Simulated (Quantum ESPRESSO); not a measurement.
## NiI2: parallel and opposed starts

Aim: find out which collinear order of NiI2 costs least.

Method: LDA with U = 6 eV on Ni d (ortho-atomic projectors); plane waves with GBRV 1.5 LDA potentials, no spin-orbit coupling, in Quantum ESPRESSO 7.5.

The database entry behind the starting cell differs from later determinations by our own check (c about 0.7 % short), so it need not match the best structure at ambient conditions.

## (1) Set-up

It takes space group R-3m (No. 166, trigonal). The conventional cell has a = 3.903 Å, b = 3.903 Å, c = 19.670 Å, α = 90.00°, β = 90.00°, γ = 120.00°. Ni has 6 I at 2.79 Å nearest. Nearest to I lie 3 Ni at 2.79 Å. Farther neighbours and most contacts between anions are not listed.

The cell comes from the Crystallography Open Database.

## (2) Start 1: ferro +

The signs are those of the starting moments on the seeded atoms, the atoms that are given a moment.

pw.in reads:

```
&CONTROL
  calculation = 'scf'
  prefix = 'pwscf'
  outdir = './tmp'
  pseudo_dir = './pseudo'
  disk_io = 'nowf'
/
&SYSTEM
  ibrav = 0
  nat = 3
  ntyp = 2
  ecutwfc = 40
  ecutrho = 280
  nbnd = 25
  occupations = 'smearing'
  smearing = 'fd'
  degauss = 0.00367493
  nspin = 2
  starting_magnetization(1) = 0.1111
  starting_magnetization(2) = 0
/
&ELECTRONS
  conv_thr = 6d-09
  electron_maxstep = 150
  mixing_beta = 0.3
/
ATOMIC_SPECIES
Ni     58.6934 ni_lda_v1.4.uspp.F.UPF
I     126.9045 i_lda_v1.uspp.F.UPF
CELL_PARAMETERS angstrom
   1.9515000000    1.1266990503    6.5566666667
  -1.9515000000    1.1266990503    6.5566666667
   0.0000000000   -2.2533981006    6.5566666667
ATOMIC_POSITIONS crystal
Ni      0.0000000000    0.0000000000    0.0000000000
I       0.2500000000    0.2500000000    0.2500000000
I       0.7500000000    0.7500000000    0.7500000000
K_POINTS automatic
6 6 6 0 0 0
HUBBARD {ortho-atomic}
U Ni-3d 6.0000
```

Run with:

```bash
$ OMP_NUM_THREADS=1 mpirun -n 4 pw.x -nk 4 -in pw.in > pw.out
```

What it wrote:

```text
Program PWSCF v.7.5 starts

     Message from routine setup:
     using ibrav=0 with symmetry is DISCOURAGED, use correct ibrav instead

     K-points division:     npool     =       4
     Subspace diagonalization in iterative solution of the eigenvalue problem:

     G-vector sticks info
     --------------------
     sticks:   dense  smooth     PW     G-vecs:    dense   smooth      PW
     Sum        2061    1177    377                46223    19963    3623

     Using Slab Decomposition

     bravais-lattice index     =            0
     lattice parameter (alat)  =      13.1016  a.u.
     unit-cell volume          =     583.7239 (a.u.)^3
     number of atoms/cell      =            3
     number of atomic types    =            2
     number of electrons       =        32.00
     number of Kohn-Sham states=           25
     kinetic-energy cutoff     =      40.0000  Ry
     charge density cutoff     =     280.0000  Ry
     scf convergence threshold =      6.0E-09
     mixing beta               =       0.3000
     number of iterations used =            8  plain     mixing
     Exchange-correlation= SLA  PZ   NOGX NOGC
                           (   1   1   0   0   0   0   0)
     Hubbard projectors: ortho-atomic
     Hubbard parameters of DFT+U (Dudarev formulation) in eV:
     U(Ni-3d) =  6.0000

     Internal variables: lda_plus_u =T, lda_plus_u_kind = 0

     Internal variables: orbital_resolved =F, hub_pot_fix =F, apply_U = F

     celldm(1)=  13.101634  celldm(2)=   0.000000  celldm(3)=   0.000000
     celldm(4)=   0.000000  celldm(5)=   0.000000  celldm(6)=   0.000000

     crystal axes: (cart. coord. in units of alat)
               a(1) = (   0.281476   0.162510   0.945707 )
               a(2) = (  -0.281476   0.162510   0.945707 )
               a(3) = (   0.000000  -0.325021   0.945707 )

     reciprocal axes: (cart. coord. in units 2 pi/alat)
               b(1) = (  1.776348  1.025575  0.352470 )
               b(2) = ( -1.776348  1.025575  0.352470 )
               b(3) = (  0.000000 -2.051150  0.352470 )

     PseudoPot. # 1 for Ni read from file:
     ni_lda_v1.4.uspp.F.UPF
     Pseudo is Ultrasoft + core correction, Zval = 18.0
     Generated by new atomic code, or converted to UPF format
     Using radial grid of  865 points,  6 beta functions with:
                l(1) =   0
                l(2) =   0
                l(3) =   1
                l(4) =   1
                l(5) =   2
                l(6) =   2
     Q(r) pseudized with 10 coefficients,  rinner =    0.980   0.980   0.980
                                                       0.980   0.980

     PseudoPot. # 2 for I  read from file:
     i_lda_v1.uspp.F.UPF
     Pseudo is Ultrasoft + core correction, Zval =  7.0
     Generated by new atomic code, or converted to UPF format
     Using radial grid of  893 points,  6 beta functions with:
                l(1) =   0
                l(2) =   0
                l(3) =   1
                l(4) =   1
                l(5) =   2
                l(6) =   2
     Q(r) pseudized with  8 coefficients,  rinner =    1.500   1.500   1.500
                                                       1.500   1.500

     atomic species   valence    mass     pseudopotential
     Ni               18.00    58.69340     Ni( 1.00)
     I                 7.00   126.90450     I ( 1.00)

     Starting magnetic structure
     atomic species   magnetization
     Ni              0.111
     I               0.000

     12 Sym. Ops., with inversion, found

   Cartesian axes

     site n.     atom                  positions (alat units)
         1        Ni     tau(   1) = (   0.0000000   0.0000000   0.0000000  )
         2        I      tau(   2) = (   0.0000000   0.0000000   0.7092801  )
         3        I      tau(   3) = (   0.0000000   0.0000000   2.1278403  )

     number of k points=    32  Fermi-Dirac smearing, width (Ry)=  0.0037
                       cart. coord. in units 2pi/alat
        k(    1) = (   0.0000000   0.0000000   0.0000000), wk =   0.0046296
        k(    2) = (   0.0000000  -0.3418583   0.0587450), wk =   0.0277778
        k(    3) = (   0.0000000  -0.6837166   0.1174900), wk =   0.0277778
        k(    4) = (   0.0000000   1.0255750  -0.1762350), wk =   0.0138889
        k(    5) = (  -0.2960580  -0.1709292   0.1174900), wk =   0.0277778
        [... 27 further k-points ...]

     Dense  grid:    46223 G-vectors     FFT dimensions: (  72,  72,  72)

     Smooth grid:    19963 G-vectors     FFT dimensions: (  54,  54,  54)

     Check: negative core charge=   -0.000003
     Generating pointlists ...
     new r_m :   0.1658 (alat units)  2.1721 (a.u.) for type    1
     new r_m :   0.1658 (alat units)  2.1721 (a.u.) for type    2

     Initial potential from superposition of free atoms

     starting charge      29.9998, renormalised to      32.0000

     STARTING HUBBARD OCCUPATIONS:

     =================== HUBBARD OCCUPATIONS ===================
     ------------------------ ATOM    1 ------------------------
     Tr[ns(  1)] (up, down, total) =   5.00000  3.00000  8.00000
     Atomic magnetic moment for atom   1 =   2.00000
     [... lines left out ...]
     Number of occupied Hubbard levels =    8.0000

     Atomic wfc used for Hubbard projectors are orthogonalized

     Starting wfcs are   21 randomized atomic wfcs +    4 random wfcs

     Self-consistent Calculation

     iteration #  1     ecut=    40.00 Ry     beta= 0.30
     Davidson diagonalization with overlap
     ethr =  1.00E-02,  avg # of iterations =  6.2

     =================== HUBBARD OCCUPATIONS ===================
     ------------------------ ATOM    1 ------------------------
     Tr[ns(  1)] (up, down, total) =   3.36531  0.48414  3.84945
     Atomic magnetic moment for atom   1 =   2.88117
     [... lines left out ...]
     Number of occupied Hubbard levels =    3.8495

     total energy              =    -463.67181749 Ry
     estimated scf accuracy    <      25.27722879 Ry

     total magnetization       =     3.22 Bohr mag/cell
     absolute magnetization    =     3.32 Bohr mag/cell

     iteration #  2     ecut=    40.00 Ry     beta= 0.30
     Davidson diagonalization with overlap
     ethr =  1.00E-02,  avg # of iterations =  3.0

     total energy              =    -471.19838571 Ry
     estimated scf accuracy    <      18.99668594 Ry

     total magnetization       =     0.13 Bohr mag/cell
     absolute magnetization    =     0.18 Bohr mag/cell

     iteration #  3     ecut=    40.00 Ry     beta= 0.30
     Davidson diagonalization with overlap
     ethr =  1.00E-02,  avg # of iterations =  2.0

     total energy              =    -471.74164906 Ry
     estimated scf accuracy    <       3.73149505 Ry

     total magnetization       =     0.42 Bohr mag/cell
     absolute magnetization    =     0.45 Bohr mag/cell

     [... further iterations left out ...]

     iteration # 15     ecut=    40.00 Ry     beta= 0.30
     Davidson diagonalization with overlap
     ethr =  3.29E-09,  avg # of iterations =  1.3

     total energy              =    -472.44980907 Ry
     estimated scf accuracy    <       0.00000015 Ry

     total magnetization       =     2.00 Bohr mag/cell
     absolute magnetization    =     2.03 Bohr mag/cell

     iteration # 16     ecut=    40.00 Ry     beta= 0.30
     Davidson diagonalization with overlap
     ethr =  4.79E-10,  avg # of iterations =  2.0

     total energy              =    -472.44980992 Ry
     estimated scf accuracy    <       0.00000075 Ry

     total magnetization       =     2.00 Bohr mag/cell
     absolute magnetization    =     2.03 Bohr mag/cell

     iteration # 17     ecut=    40.00 Ry     beta= 0.30
     Davidson diagonalization with overlap
     ethr =  4.79E-10,  avg # of iterations =  1.9

     total energy              =    -472.44980997 Ry
     estimated scf accuracy    <       0.00000010 Ry

     total magnetization       =     2.00 Bohr mag/cell
     absolute magnetization    =     2.03 Bohr mag/cell

     iteration # 18     ecut=    40.00 Ry     beta= 0.30
     Davidson diagonalization with overlap
     ethr =  3.02E-10,  avg # of iterations =  1.5

     Magnetic moment per site  (integrated on atomic sphere of radius R)
     atom   1 (R=0.166)  charge= 16.8743  magn=  1.4822
     atom   2 (R=0.166)  charge=  4.2782  magn=  0.1664
     atom   3 (R=0.166)  charge=  4.2782  magn=  0.1664

     End of self-consistent calculation

     =================== HUBBARD OCCUPATIONS ===================
     ------------------------ ATOM    1 ------------------------
     Tr[ns(  1)] (up, down, total) =   4.96771  3.49627  8.46398
     Atomic magnetic moment for atom   1 =   1.47144
     [... lines left out ...]
     Number of occupied Hubbard levels =    8.4640

     [... lines left out ...]
     the Fermi energy is     6.2537 ev

!    total energy              =    -472.44981000 Ry
     estimated scf accuracy    <          2.3E-09 Ry
     smearing contrib. (-TS)   =      -0.00000146 Ry
     internal energy E=F+TS    =    -472.44980854 Ry

     The total energy is F=E-TS. E is the sum of the following terms:
     one-electron contribution =    -378.35413223 Ry
     hartree contribution      =     200.32703904 Ry
     xc contribution           =    -129.90022484 Ry
     ewald contribution        =    -164.62508133 Ry
     Hubbard energy            =       0.10259081 Ry

     total magnetization       =     2.00 Bohr mag/cell
     absolute magnetization    =     2.03 Bohr mag/cell

     convergence has been achieved in  18 iterations

=------------------------------------------------------------------------------=
   JOB DONE.
=------------------------------------------------------------------------------=
```

Wall time 72 s (4 MPI ranks of Arm Neoverse V2, shared host); peak memory 0.63 GiB.

Spin moment in the atom's sphere by atom:

```csv
atom,spin moment in the atom's sphere (μB)
Ni1,1.48
I2,0.17
I3,0.17
```

Numbers from this step:

```
smearing term TS       : 1.98e-5 eV
magnetization          : 2 μB
absolute magnetization : 2.035 μB
final state            : ferromagnetic
```

Spin density in the ac plane of the conventional cell at fractional y = 0.000, with atoms of Ni and I within 0.2 Å of it.

Ten even steps from '_' (0.0 e/Å³) to '@' (2.1 e/Å³), each cell a mean:
```
++--____________________..==
____________________________
____________________________
____________________________
____________________________
____________________________
____________________________
____________________________
____________________________
____________________________
____________________________
____________________________
____________________________
____________________________
____________________________
____________________________
____________________________
____________________________
____________________________
____________________________
____________________________
____________________________
____________________________
@@++____________________::%%
```
Columns run along a (3.9 Å), rows up along c (19.7 Å), edges of the conventional cell, whose origin can differ from the input's. Atoms in or near the plane, at fractional coordinates: Ni at (0.00, 0.00), I at (0.00, 0.25), I at (0.00, 0.75).

Valence density in the ac plane of the conventional cell at fractional y = 0.000, with atoms of Ni and I within 0.2 Å of it. It is the smooth field of the valence electrons, not physical close to the nuclei.

Ten steps, logarithmic in the rise over the least value, from '_' (0 e/Å³) to '@' (22 e/Å³), each cell a mean:
```
@@##==::..............::++%%
..............::............
________............________
____________________________
::::....______________....::
--::::::....______..::::::--
--::::::....______..::::::::
............................
__________..........________
________....::::::....______
________............________
____________________________
____________________________
________......::......______
________....::::......______
__________..........________
::::....................::::
--::::::::..______..::::::--
--::::::..________..::::::::
......________________......
____________________________
________..............______
............................
@@%%++::..________....--**@@
```
Columns run along a (3.9 Å), rows up along c (19.7 Å), edges of the conventional cell, whose origin can differ from the input's. Atoms in or near the plane, at fractional coordinates: Ni at (0.00, 0.00), I at (0.00, 0.25), I at (0.00, 0.75).

(Part 1 of 3 ends here.)

[Logs and program files are shortened in this print: banners, set-up blocks, solver, clock and traceback lines can be left out without a mark of their own.]

[Logs are printed without paths, hosts, clocks, repeated set-up lines and the standing remarks that a program may print on its own settings, such as how far it seeks lower states.]

[Hosts, paths, dates, database ids (printed as entryN), source tags and the programs' standing remarks are cut or masked in the printed files.]

[Where a cell is said to come from a database of computed structures, the database is the Materials Project.]
